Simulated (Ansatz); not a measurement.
# Formation energy and levels of the self-interstitial Mg_i (4-fold void) in MgH2 (P4_2/mnm)

Charge states of Mg_i (4-fold void) in MgH2 (P4_2/mnm), set against the band edges. Model: a cell of 72 host atoms with 1 Mg put in.

Program: Ansatz 0.2.0. Level of theory: place-levels on PBEsol runs: charge-transition levels and formation energies with image-charge correction and potential alignment at the atomic sites. Results are calculated unless marked as measured.

Report form: the programs' logs are mostly left out.

## 1. Starting point

The cell holds 73 atoms: 25 Mg and 48 H. Cell: a = 8.954 Å, b = 8.954 Å, c = 9.023 Å, α = 90.0°, β = 90.0°, γ = 90.0°. It derives from MgH2 (space group P4_2/mnm). Nearest the centre at fractional (0.250, 0.000, 0.750): Mg73 at 0.00 Å, H33 at 1.79 Å, H36 at 1.79 Å, H16 at 1.79 Å, H17 at 1.79 Å, Mg14 at 2.36 Å, Mg31 at 2.36 Å, Mg50 at 2.36 Å.

The host's dielectric constants go in as inputs: (4.16, 4.16, 4.21) for the electrons alone, (11.89, 11.89, 8.50) with the ions, from a response run on this crystal (DFPT, PBEsol) at that run's own cell.

The cell's shortest repeat is 9.0 Å.

## 2. What was run first

A transition level is the Fermi level at which two charge states cost the same, so each charge needs its own total energy, at its own relaxed structure.

Each atom starts 0.05 Å or so off its site in a random direction: a symmetric start keeps its symmetry, and would miss off-centre moves and Jahn–Teller distortions. Forces are taken at one point at (¼, ¼, ¼). The cell holds 1 electron more than the neutral one, with a uniform background that keeps it neutral on the whole. The electron count is odd, so at least one spin is unpaired; this run locks the moment at 1 μB.

The sampling was tested on the host first: at the k-points planned (1x1x1 shifted 0.25 0.25 0.25) its energy lies 0.000 eV an atom from the dense-mesh value, under the bound of 0.02 eV set for this test; that bounds the host's error, not the defect's.

One of the inputs; charge, spin and start change from state to state.

Input file qm1_M1.relax/input.yaml:

```yaml
crystal:
  lattice:
    - [8.95437031, 0.0, 0.0]
    - [0.0, 8.95437031, 0.0]
    - [0.0, 0.0, 9.0232221]
  atoms:
    - { symbol: Mg, position: [0.25, 0.25, 0.16666667] }
    - { symbol: Mg, position: [0.0, 0.0, 0.0] }
[... 2 atom lines left out ...]
    - { symbol: H, position: [0.15222812, 0.15222812, 0.0] }
[... 1 atom line left out ...]
    - { symbol: Mg, position: [0.25, 0.25, 0.5] }
[... 2 atom lines left out ...]
    - { symbol: H, position: [0.40222812, 0.09777188, 0.5] }
[... 2 atom lines left out ...]
    - { symbol: Mg, position: [0.25, 0.25, 0.83333333] }
    - { symbol: Mg, position: [0.0, 0.0, 0.66666667] }
[... 1 atom line left out ...]
    - { symbol: H, position: [0.40222812, 0.09777188, 0.83333333] }
    - { symbol: H, position: [0.15222812, 0.15222812, 0.66666667] }
[... 3 atom lines left out ...]
    - { symbol: H, position: [0.34777188, 0.84777188, 0.0] }
[... 3 atom lines left out ...]
    - { symbol: Mg, position: [0.25, 0.75, 0.5] }
[... 4 atom lines left out ...]
    - { symbol: H, position: [0.09777188, 0.90222812, 0.5] }
    - { symbol: Mg, position: [0.25, 0.75, 0.83333333] }
[... 1 atom line left out ...]
    - { symbol: H, position: [0.34777188, 0.84777188, 0.66666667] }
[... 1 atom line left out ...]
    - { symbol: H, position: [0.15222812, 0.65222812, 0.66666667] }
    - { symbol: H, position: [0.09777188, 0.90222812, 0.83333333] }
[... 1 atom line left out ...]
    - { symbol: Mg, position: [0.5, 0.0, 0.0] }
[... 11 atom lines left out ...]
    - { symbol: Mg, position: [0.5, 0.0, 0.66666667] }
[... 1 atom line left out ...]
    - { symbol: H, position: [0.90222812, 0.09777188, 0.83333333] }
[... 19 atom lines left out ...]
    - { symbol: H, position: [0.59777188, 0.90222812, 0.83333333] }
    - { symbol: Mg, position: [0.25, 0.0, 0.75] }
  host:
    repeats: [2, 2, 3]
    atoms:
      - { symbol: Mg, position: [0.5, 0.5, 0.5] }
      - { symbol: Mg, position: [0.0, 0.0, 0.0] }
      - { symbol: H, position: [0.69554375, 0.69554375, 0.0] }
      - { symbol: H, position: [0.80445625, 0.19554375, 0.5] }
      - { symbol: H, position: [0.30445625, 0.30445625, 0.0] }
      - { symbol: H, position: [0.19554375, 0.80445625, 0.5] }
total_charge: -1
basis:
  ecutwfc: 420
  xc_grid: 2
hamiltonian:
  xc: pbesol
kpoints:
  mp_grid: { grid: [1, 1, 1], shift: [0.25, 0.25, 0.25] }
magnetization:
  spin_polarized: true
  initial_magnetization: 1
  spin_locking: { lock_magnetization: hard }
scf:
  occupations: { method: fixed }
  max_iter: 60
output:
  forces: true
  charged_corrections:
    epsilon: [4.16, 4.16, 4.21]
    static_epsilon: [11.89, 11.89, 8.5]
    defect_position: [0.25, 0.0, 0.75]
relax:
  f_tol: 0.02
  max_steps: 80
  random_displacement: { amplitude: 0.05, seed: 7795 }
checkpoint:
  write: "../qm1_M1.relax.run"
  compress: false
  write_wavefunctions: true
  write_every: 100000
```

The run is started by

```console
$ ansatz run input.yaml --threads 4 --pin off --max-ram 7536MiB --backend cpu --events-out ev --progress --plain --runs-dir out
```

The relaxed structure is kept and the sampling changed to a 2×2×2 shifted mesh.

The run of this state that the levels use, under PBEsol:

Input file qm1_M1.point/input.yaml:

```yaml
crystal:
  checkpoint: "../qm1_M1.relax.run"
  host: checkpoint
total_charge: -1
basis:
  ecutwfc: 420
  xc_grid: 2
hamiltonian:
  xc: pbesol
kpoints:
  mp_grid: { grid: [2, 2, 2], shift: [0.5, 0.5, 0.5] }
magnetization:
  spin_polarized: true
  initial_magnetization: 1
  spin_locking: { lock_magnetization: hard }
scf:
  occupations: { method: fermi_dirac, width: 0.01 }
  max_iter: 60
output:
  forces: true
  eigenvalues: true
  charged_corrections:
    epsilon: [4.16, 4.16, 4.21]
    static_epsilon: [11.89, 11.89, 8.5]
    defect_position: [0.25, 0.0, 0.75]
  eigenstates: { localisation: true }
  populations: true
  efg: {}
  band_densities: [{ bands: [v1, v1] }, { bands: [c1, c1] }]
  write_density: true
  write_potential: true
  volumetric_format: npy
  elf: true
checkpoint:
  read: "../qm1_M1.relax.run"
  write: "../qm1_M1.point.run"
  compress: false
  write_wavefunctions: false
  write_every: 100000
```

Relaxations under PBEsol at one point at (¼, ¼, ¼); times on 4 threads of Intel Xeon 6975P-C (Granite Rapids), shared host:

```tsv
charge	moment (μB)	occupations	outcome	steps	largest displacement against the far atoms (Å)	time
−1	1	fixed	converged	14	0.73	68 s
0	0	fixed	converged	11	0.74	23 s
+1	1	fixed	converged	7	0.73	30 s
+2	0	fixed	converged	9	0.74	19 s
0	2	fixed	converged	11	0.76	51 s
```

Single points under PBEsol at a 2×2×2 shifted mesh; times on 4 threads of Intel Xeon 6975P-C (Granite Rapids), shared host:

```tsv
charge	moment (μB)	occupations	outcome	time
−1	1	fermi-dirac	converged	42 s
0	0	fermi-dirac	converged	21 s
+1	1	fermi-dirac	converged	38 s
+2	0	fermi-dirac	converged	15 s
0	2	fermi-dirac	converged	51 s
```

Distances (Å) from Mg73 to the nearest atoms after relaxation with PBEsol:

```tsv
charge	moment (μB)	1.	2.	3.	4.	5.	6.
−1	1	H 1.87	H 1.89	H 1.93	H 1.95	H 1.96	H 2.01
0	0	H 1.85	H 1.85	H 1.97	H 1.97	H 2.00	H 2.00
0	2	H 1.87	H 1.87	H 1.95	H 1.96	H 1.96	H 1.96
+1	1	H 1.86	H 1.86	H 1.96	H 1.97	H 1.97	H 1.99
+2	0	H 1.85	H 1.85	H 1.97	H 1.97	H 1.97	H 1.97
```

## 3. place-levels, PBEsol

A charged cell interacts with its images and the background, and its potential has another zero than the host's. place-levels removes the first by a point-charge model, screened by the static dielectric constant since the ions have relaxed around the charge, and the second by comparing potentials at atoms far from the defect.

The host is a run of the defect-free crystal in the same cutoffs, grids and k-points, so that basis and sampling errors cancel in part in the differences. Its band edges come from a run of the primitive cell that searches the zone for them. The host is run in a cell of 18 atoms on a matching mesh. Chemical potentials are energies per atom of Mg (hcp), run with the same functional and cutoff.

Input file levels.point.yaml:

```yaml
host:
  run: host.point.run
  levels_from: { run: edges.point.run }
states: [qm1_M1.point.run, q0.point.run, qp1_M1.point.run, qp2.point.run, q0_M2.point.run]
geometry_from:
  qm1_M1.point.run: qm1_M1.relax.run
  q0.point.run: q0.relax.run
  qp1_M1.point.run: qp1_M1.relax.run
  qp2.point.run: qp2.relax.run
  q0_M2.point.run: q0_M2.relax.run
  host.point.run: host.relax.run
chemical_potentials:
  Mg:
    energy: -1912.053531
    dataset: "<sha256 of the dataset>"
epsilon: [4.16, 4.16, 4.21]
static_epsilon: [11.89, 11.89, 8.5]
vertical:
  - { from: qm1_M1.point.run, to: qm1_M1.point_neutral.run }
  - { from: qp1_M1.point.run, to: qp1_M1.point_neutral.run }
  - { from: qp2.point.run, to: qp2.point_neutral.run }
```

The run is started by

```console
$ ansatz place-levels levels.point.yaml -- --threads 4 --pin off --max-ram 7536MiB
```

It took 0.43 s on 4 threads of Intel Xeon 6975P-C (Granite Rapids), shared host.

Under PBEsol the gap is 3.47 eV, (+2/+1) 3.04, (+1/0) 3.38, (0/−1) 3.63 (outside the gap) (with band filling) eV.

Levels between the charges placed, in eV above the valence top:

```tsv
	gap (eV)	(+2/+1)	(+1/0)	(0/−1)
PBEsol	3.47	3.04	3.38	3.63
```

Corrections by state:

```tsv
charge	moment (μB)	image terms and alignment (eV)	band filling (eV)	ε used	over the lowest of its charge, as the program ranks them, band filling apart (eV)
+2	0.0	1.278	-	principal values (8.50, 11.89, 11.89)	0.000
+1	1.0	0.478	-	principal values (8.50, 11.89, 11.89)	0.000
0	0.0	0.000	-	-	0.000
−1	1.0	-0.142	-0.535	principal values (8.50, 11.89, 11.89)	0.000
0	2.0	0.000	-	-	0.461
```

The charged structures listed were also run neutral, and place-levels reads from each pair, by the potential or the spins, how wide the charge is by which they differ; that can be the carrier of either run.

```tsv
charge	rms radius (Å)	spread where it is widest against the cell (Å)	wide from (Å)	reading
+2	5.8	3.42	1.56	wide
+1	5.7	3.39	1.56	wide
−1	4.4	2.92	1.56	wide
```

The neutral runs of these pairs need not share the spin of the lowest neutral state, and very wide values only mean spread over the cell.

From the program's caveats on the states, each cut to its opening words:

- charge +2, +1 (1 μB): how wide its charge is, is not read beside other atoms or cores, and a band state would take no correction
- charge +2: its displacements don't fall off away from the defect: farther atoms stand 0.075 Å off the host's places
- charge +1 (1 μB): its displacements don't fall off away from the defect: farther atoms stand 0.072 Å off the host's places
- charge 0: its alignment with the host at atomic sites is doubtful: the mean over the far sites moves by -0.0910 eV from their farther parts to their nearer, more than [...]
- charge 0: its displacements don't fall off away from the defect: farther atoms stand 0.082 Å off the host's places
- charge −1 (1 μB): it parts from the run at its places by a charge that spreads by about 2.9 Å along one vector (1.6 Å or more is wide), by its potential at epsilon [4.16, 4.16, [...]
- charge −1 (1 μB): a band-filling correction moves a carrier to the host's band edge, which changes its energy by -0.535 eV
- charge −1 (1 μB): its alignment with the host at atomic sites is doubtful: the mean over the far sites moves by -0.1256 eV from their farther parts to their nearer, more than [...]
- charge −1 (1 μB): its displacements don't fall off away from the defect: farther atoms stand 0.076 Å off the host's places
- charge −1 (1 μB): its moments are held at its close (magnetization.spin_locking), by a field of 0.007 eV a Bohr magneton, and its energy and levels are of the state that this [...]
- charge 0 (2 μB): its alignment with the host at atomic sites is doubtful: the mean over the far sites moves by -0.0726 eV from their farther parts to their nearer, more than [...]
- charge 0 (2 μB): its sublattices stand up to 0.1537 Å off the host's, which by the two runs' forces adds about -0.02 eV to its energy against the host's, and moves the band [...]
- charge 0 (2 μB): its displacements don't fall off away from the defect: farther atoms stand 0.073 Å off the host's places
- charge 0 (2 μB): its moments are held at its close (magnetization.spin_locking), by a field of 0.200 eV a Bohr magneton, and its energy and levels are of the state that this [...]

Chemical potentials of the elements' reference phases, run alike. Formation energy by charge state (elemental references; gap 3.47 eV):

```tsv
charge	at valence top (eV)	at conduction bottom (eV)	correction included (eV)
+2	-3.17	3.78	1.28
+1	-0.12	3.35	0.48
0	3.26	3.26	0.00
−1	6.89	3.42	-0.68
```

```csv
Fermi level (eV),lowest formation energy (eV)
0.00,-3.17
0.32,-2.54
0.63,-1.90
0.95,-1.27
1.26,-0.64
1.58,-0.01
1.90,0.63
2.21,1.26
2.53,1.89
2.84,2.52
3.16,3.03
3.47,3.26
```

## 4. The same at the relaxations' own k-points

The relaxations' own energies give the levels at their sampling, for comparison.

Input file levels.relax_mesh.yaml:

```yaml
host:
  run: host.relax.run
  levels_from: { run: edges.relax.run }
states: [qm1_M1.relax.run, q0.relax.run, qp1_M1.relax.run, qp2.relax.run, q0_M2.relax.run]
chemical_potentials:
  Mg:
    energy: -1912.053531
    dataset: "<sha256 of the dataset>"
```

The run is started by

```console
$ ansatz place-levels levels.relax_mesh.yaml -- --threads 4 --pin off --max-ram 7536MiB
```

Run time: 0.14 s. Hardware: 4 threads.

Levels between neighbouring charges, in eV above the valence top:

```tsv
	gap (eV)	(+2/+1)	(+1/0)	(0/−1)
one point at (¼, ¼, ¼)	3.47	3.02	3.33	3.60
a 2×2×2 shifted mesh	3.47	3.04	3.38	3.63
```

Going from one point at (¼, ¼, ¼) to a 2×2×2 shifted mesh moves the levels that carry no band-filling term by up to 0.05 eV and formation energies against the elements by up to 0.11 eV; band-filling terms, which differ between samplings, are in these energies.

## 5. Levels against the band edges, r2SCAN

r2SCAN on the same structure is run to see how far the result rests on the functional, though not on the errors that semilocal functionals share; the sampling changes too, to one point at (¼, ¼, ¼), so differences hold both changes.

Input file qm1_M1.r2scan/input.yaml:

```yaml
crystal:
  checkpoint: "../qm1_M1.relax.run"
  host: checkpoint
total_charge: -1
basis:
  ecutwfc: 500
  xc_grid: 2
hamiltonian:
  xc: r2scan
kpoints:
  mp_grid: { grid: [1, 1, 1], shift: [0.25, 0.25, 0.25] }
magnetization:
  spin_polarized: true
  initial_magnetization: 1
  spin_locking: { lock_magnetization: hard }
scf:
  occupations: { method: fermi_dirac, width: 0.01 }
  max_iter: 60
output:
  forces: true
  eigenvalues: true
  charged_corrections:
    epsilon: [4.16, 4.16, 4.21]
    static_epsilon: [11.89, 11.89, 8.5]
    defect_position: [0.25, 0.0, 0.75]
checkpoint:
  write: "../qm1_M1.r2scan.run"
  compress: false
  write_wavefunctions: false
  write_every: 100000
```

Elapsed: 23 s, on 4 threads; peak memory 2.6 GiB.

Input file levels.r2scan.yaml:

```yaml
host:
  run: host.r2scan.run
states: [qm1_M1.r2scan.run, q0.r2scan.run, qp1_M1.r2scan.run, qp2.r2scan.run, q0_M2.r2scan.run]
geometry_from:
  qm1_M1.r2scan.run: qm1_M1.relax.run
  q0.r2scan.run: q0.relax.run
  qp1_M1.r2scan.run: qp1_M1.relax.run
  qp2.r2scan.run: qp2.relax.run
  q0_M2.r2scan.run: q0_M2.relax.run
  host.r2scan.run: host.relax.run
chemical_potentials:
  Mg:
    energy: -1926.408907
    dataset: "<sha256 of the dataset>"
```

The run is started by

```console
$ ansatz place-levels levels.r2scan.yaml -- --threads 4 --pin off --max-ram 7536MiB
```

The job ended after 0.22 s (4 threads).

Under r2SCAN the gap is 4.34 eV, (+2/+1) 3.83, (+1/0) 4.17, (0/−1) 4.56 (outside the gap) (with band filling) eV.

## 6. What a wrong or other choice does

A choice is tested by changing it alone.

levels.try0.yaml is levels.point.yaml with these lines changed:

```diff
-epsilon: [4.16, 4.16, 4.21]
-static_epsilon: [11.89, 11.89, 8.5]
+epsilon: 5.55
+static_epsilon: 14.14
```

The run is started by

```console
$ ansatz place-levels levels.try0.yaml -- --threads 4 --pin off --max-ram 7536MiB
```

The change: single dielectric constants in place of the tensors, a third over their means.

Levels in eV above the valence top; the changed ones are not the defect's:

```tsv
	gap (eV)	(+2/+1)	(+1/0)	(0/−1)
changed	3.47	3.07	3.47	3.63
as set up	3.47	3.04	3.38	3.63
```

The largest shift is 0.09 eV, band-filling terms included.

## 7. The ladder

Levels between neighbouring charges, in eV above each run's own valence top:

```tsv
	gap (eV)	(+2/+1)	(+1/0)	(0/−1)	CPU time a state at this stage (restarts are quicker than cold starts)
PBEsol, 2×2×2 shifted mesh	3.47	3.04	3.38	3.63	2 min
r2SCAN on PBEsol structures, (¼, ¼, ¼)	4.34	3.83	4.17	4.56	59 s
```

## 8. Outcome

- gap of the host: 3.47 eV (PBEsol)
- level (plus 2/plus 1): 3.04 eV above the valence top
- level (plus 1/0): 3.38 eV above the valence top
- level (0/minus 1): 3.63 eV above the valence top, past the conduction bottom (4.17 eV above the valence top without the band-filling term)
- lowest of the charges placed, just above the valence top (0.02 eV): +2
- lowest of the charges placed, just below the conduction bottom (0.02 eV): 0
- lowest formation energy at mid-gap of the charges run, elemental references: 0.31 eV
- standing of these levels: doubtful, see below

**Reading.** Of the charges placed (−1, 0, +1 and +2), the lowest changes at 3.04 eV (+2/+1) and 3.38 eV (+1/0) above the valence top, in a gap of 3.47 eV. A neutral run at a charged structure lies 0.03 eV below the neutral state placed. Unless it holds a band carrier, charge 0 isn't at its lowest here, and with that energy the steps would read (+1/0) 3.35 eV and (0/−1) 3.67 eV, which can change which charges are lowest. (+2/+1) and (+1/0) lie nearer to a band edge than the share of the finite-size correction in them (0.80 and 0.48 eV), and that correction holds for a localised charge alone. (+1/0) lies 0.09 eV from a band edge, less than the doubt on such levels. Charges above +2 were not placed, so these runs say nothing of levels that involve them. States placed: +2 at 0 μB; +1 at 1 μB; 0 at 0 μB and 2 μB; −1 at 1 μB. Other spin states or structures, where not listed, weren't placed. The program finds carriers beyond a band edge of the host and adds a band-filling term at charge −1 (-0.53 eV); steps to such a charge show no bound level, and a defect level inside a band would be read the same way. Going from one point at (¼, ¼, ¼) to a 2×2×2 shifted mesh moves the levels that carry no band-filling term by up to 0.05 eV and formation energies against the elements by up to 0.11 eV; band-filling terms, which differ between samplings, are in these energies. The program doubts the alignment of potentials for at least one state, a sign that the cell is small. What this leaves open: the images are only 9.0 Å apart; PBEsol makes the gap too small and tends to spread out bound carriers; force components of up to 0.11 eV/Å remain in a run at the final settings.

[Logs are printed without paths, hosts, clocks, repeated set-up lines and the standing remarks that a program may print on its own settings, such as how far it seeks lower states.]

[Hosts, paths, dates, database ids (printed as entryN), source tags and the programs' standing remarks are cut or masked in the printed files.]

[Where a table of states has a column of steps, it counts the stored structures, which are thinned; the runs took as many ionic steps or more.]

[A defect's name tells the site on which it was built; relaxed atoms can leave that site.]

[For some hosts the program warned that the k-mesh of the response run may be too coarse for force constants and the static dielectric constant; such warnings are not shown here.]
